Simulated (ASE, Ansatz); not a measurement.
# Convergence of a linear-scaling basis for twisted 1T-TiS2 bilayer, 6.01° (546 atoms), part 2 of 2

Aim: test how closely localised support functions follow the reference on twisted 1T-TiS2 bilayer, 6.01° (546 atoms), and at what cost. A setting counts as converged where the r.m.s. difference of forces stays under 1 % of the r.m.s. force.

Ansatz 0.2.0; Kohn-Sham DFT, PBEsol, PAW (set soft_2), plane waves.

The cell: 182 Ti and 364 S. The functional has no dispersion term. Beside vacuum, support functions can miss their usual error bounds without a warning. The main run has no spin polarisation. Only the Γ point is sampled, in a cell whose shortest periodic width is 28 Å.

So far. Step 2 (Plane-wave single point): Mean Löwdin charges: S -0.30, Ti +0.76 e (they miss 0.67 % of the electrons, so they add up to more than the cell's charge). Just under the Fermi level the largest share is S p (58 % of the projected weight), just over it Ti d (74 % of the projected weight).

## (3) Distances and neighbours (continued)

Local excerpt of 14 atoms (numbers count through the whole input) about S59, which bears the longest force; x, y, z are measured from there.

```
atom      x      y      z  distance (Å)  bonds      Fx      Fy  Fz (eV/Å)
 S59   0.00   0.00   0.00          0.00      3   0.031  -0.026     -0.686
Ti61  -1.06   1.65  -1.45          2.44      6   0.026  -0.091      0.030
Ti58  -0.88  -1.76  -1.45          2.44      6  -0.054   0.074      0.065
Ti85   1.98   0.12  -1.45          2.46      6  -0.176  -0.115      0.127
S375   0.39   0.49   3.12          3.18      3   0.109   0.056      0.389
 S35  -3.02   1.56  -0.04          3.40      3  -0.088  -0.074     -0.350
 S62  -0.17   3.40  -0.03          3.41      3  -0.084   0.003     -0.365
 S83   3.04  -1.54  -0.02          3.41      3   0.047  -0.052     -0.528
 S32  -2.87  -1.84  -0.03          3.41      3   0.104  -0.112     -0.381
 S56   0.20  -3.42  -0.02          3.43      3  -0.098   0.040     -0.493
 S86   2.89   1.85  -0.03          3.43      3  -0.106   0.001     -0.409
 S36  -1.96  -0.11  -2.89          3.50      3   0.034  -0.007      0.458
 S60   1.08  -1.66  -2.88          3.50      3  -0.024   0.086      0.354
 S63   0.91   1.76  -2.89          3.50      3  -0.053  -0.121      0.379
```

The column of bonds counts only the pairs S-Ti within 3.10 Å; other neighbours, such as metal atoms beside each other in a compound, aren't counted, and periodic images can show an atom twice.

## (4) Support functions medium

The cell is solved in localised support functions.

This step: Kohn-Sham DFT, PBEsol, PAW (set soft_2), localised support functions (medium) (Ansatz 0.2.0).

input.yaml reads:

```yaml
crystal:
  lattice:
    - [32.5293, 0.0, 0.0]
    - [-16.26465, 28.1712, 0.0]
    - [0.0, 0.0, 20.86]
  atoms:
    [... the 546 atom lines of step 2 ...]
kpoints:
  mp_grid: { grid: [1, 1, 1] }
hamiltonian:
  xc: pbesol
scf:
  occupations: { method: fermi_dirac, width: 0.05 }
  eigensolver: { kind: { support_functions: { accuracy: medium } } }
  mixing: { beta: 0.2 }
  max_iter: 150
output:
  forces: true
```

Launch:

```bash
$ ansatz run input.yaml --threads 32 --pin off --max-ram 92160MiB --backend cuda --events-out ev --progress --plain --runs-dir out --max-vram 78GiB
```

Numbers of over 12 decimals in the logs are rounded to 6 here.

Log:

```text
Warning: scf.eigensolver.kind.support_functions: disabling space-group detection — the functions' gradient is summed over unrotated k-points, so no spatial operation reduces the k-mesh or symmetrises the density; time reversal is kept, so that k and −k are solved as one point where they differ and the mesh holds both, and exact exchange and, on two spinor components, a DFT+U term hold to it where the run has them: [...]
settings of this run that can trade accuracy for cost: scf.eigensolver.kind.support_functions [...]
[...]
GPU FFT provider: cuFFT
GPU libraries: cuBLAS 13.8.1, cuFFT 12.4.0, cuSOLVER 12.3.2
[...]
Crystal: 546 atoms, lattice volume = 19115.883 Å³
Basis set: ecut = 420 eV, 373617 PW (Γ), exchange–correlation on 450×450×288 points (8 copies of the dense FFT grid, shifted against one another)
Bands: 2621, of which v1, the nominal top of the filled ones, is band 2184 counted from 1 (2183 counted from 0)
Symmetry: 1 space group operations
k-points: 1
[...]
GPU buffer pool allocated for 7290000 grid points (all kernels)
[...]
SCF iter   1: F=—  HF=-773083.588590 eV  |F-HF|=—  |Δ(HF+E_count)|=         —  Δρ=4.75e-2  dr2=5.87e2  ethr=1.00e-1
[...]
SCF iter  26: F=-773075.696167 eV  HF=-773075.695109 eV  |F-HF|=1.06e-3  |Δ(HF+E_count)|=   1.22e-3  Δρ=5.09e-6  dr2=5.46e-6  ethr=3.43e-10
SCF 1 converged in 26 iterations: F = -773075.779062 eV  dr2 = 5.46e-6
[...]
SCF converged after 26 iterations
Stability not checked: this state was not tested for a lower state beside it, because the mixer in use, unlike msr1, does not test its closes by its own steps (another_mixer; see scf.mixing.algorithm and scf.lower_state_search)
Free energy (F): -773075.779062 eV
[...]
Internal energy: -773074.789526 eV  (E = F + TS)
E sigma→0 (E₀):  -773075.284294 eV
Entropy (-TS):   -0.989536 eV (-1.812 meV/atom)
Fermi energy:    1.584001 eV
[...]
--- Forces (eV/Å), atoms counted from 1 ---
[... 546 lines of forces left out ...]
  max |Σ_I F_I| component: 1.67e-2 eV/Å
--- Band table (eV) ---
[... left out ...]
  guard bands above this table: 368 of the run's 2621 bands (output.publish_guard_bands: true publishes all)
```

Wall time 23 s (1 × NVIDIA GB200 with 32 threads of Arm Neoverse V2, shared host); peak memory 3.9 GiB.

That memory is the host's; the program planned up to 19 GiB on the GPU.

The program notes that the band table was not solved further than the SCF left it and it switched symmetry off. Further notices: vacuum switching off with vacuum.

Keys that differ from the reference: support_functions.accuracy = "medium", scf.max_iter = 150 and scf.mixing.beta = 0.2.

Forces differ from the reference by 0.46 meV/Å r.m.s., 0.23 % of their size, well within a tolerance of 1 %; the energy by -0.73 meV/atom. The two runs also began from different starting densities, which bears on cycles and time.

## (5) All settings compared

Differences are against the plane-wave reference (Kohn-Sham DFT, PBEsol, PAW (set soft_2), plane waves), whose r.m.s. force component is 0.199 eV/Å. Energies are set beside the reference only for runs with its functional, potentials and electron count. Times are for 1 × NVIDIA GB200 with 32 threads of Arm Neoverse V2, shared host. The reference's time includes the DOS, which some other runs skip.

```
                     run  Δ force, r.m.s. (meV/Å)  share of r.m.s. force (%)  Δ energy (meV/atom)  cycles  time  host memory (GiB)  planned on the GPU (GiB)
               reference                        -                          -                    -      10  35 s                 11                        76
support functions medium                    0.464                      0.233               -0.730      26  23 s                3.9                        19
```

## (6) Summary of results

```yaml
free_energy_per_atom: -1415.8890 eV/atom
r_m_s_force_component: 0.1992 eV/Å
wall_time_of_the_2_dft_runs: 58 s
```

In words: Against plane waves at 420 eV, the forces differ by 0.46 meV/Å (0.23 %) with support functions medium. Differences between support functions and plane waves include what basis error the plane-wave run still has.

Levels near the Fermi energy are neither full nor empty under the smearing, so no gap is quoted. With the cutoffs above, all S atoms have 3 and all Ti atoms have 6 bonded neighbours.

What to keep in mind: The geometry was built by rule, was displaced at random and isn't relaxed at this level: its force components are 0.20 eV/Å r.m.s.

[Logs are printed without paths, hosts, clocks, repeated set-up lines and the standing remarks that a program may print on its own settings, such as how far it seeks lower states.]

[Hosts, paths, dates, database ids (printed as entryN), source tags and the programs' standing remarks are cut or masked in the printed files.]
